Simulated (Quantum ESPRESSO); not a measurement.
# Energy and gap at +3 % biaxial strain: H-SiSi-Cl chair, 1 layer

Method. Quantum ESPRESSO 7.5 driven by ASE, PBE, GBRV ultrasoft, ESM (bc1); atomic heights clamped; cell area 13.253 Å² at zero strain.

| strain (%) | energy (meV a cell) | gap on the mesh (eV) |
| --- | --- | --- |
| −3 | 67.67 | 1.881 |
| −1.5 | 16.42 | 1.896 |
| 0 | 0.00 | 1.833 |
| +1.5 | 13.97 | 1.734 |

One more run was made and is withheld. What are energy and gap at +3 %, and how stiff is the sheet?

**Worked estimate.** About zero, E'' = (16.42 + 13.97 − 2 × 0.00)/1.5² = 13.51 meV per %² and E' = (13.97 − 16.42)/3 = −0.82 meV per %. With E = A K ε², where K = (C11 + C22)/2 + C12 (C11 + C12 for a hexagonal sheet), K = 13.51 × 10/(2 × 13.253) × 16.02 = 82 N/m. The parabola gives E(+3 %) = 0.00 + 3 × (−0.82) + 4.5 × 13.51 = 58.3 meV. Continuing the last slope, the gap is 2 × 1.734 − 1.833 = 1.635 eV.

**The withheld run.** E = 54.4 meV and the gap 1.607 eV. The parabola misses by +3.9 meV, too high, since bonds soften under tension. The gap's line misses by +0.028 eV.

Caveats: Clamped heights stiffen sheets with several planes. Semilocal gap, no spin-orbit coupling.
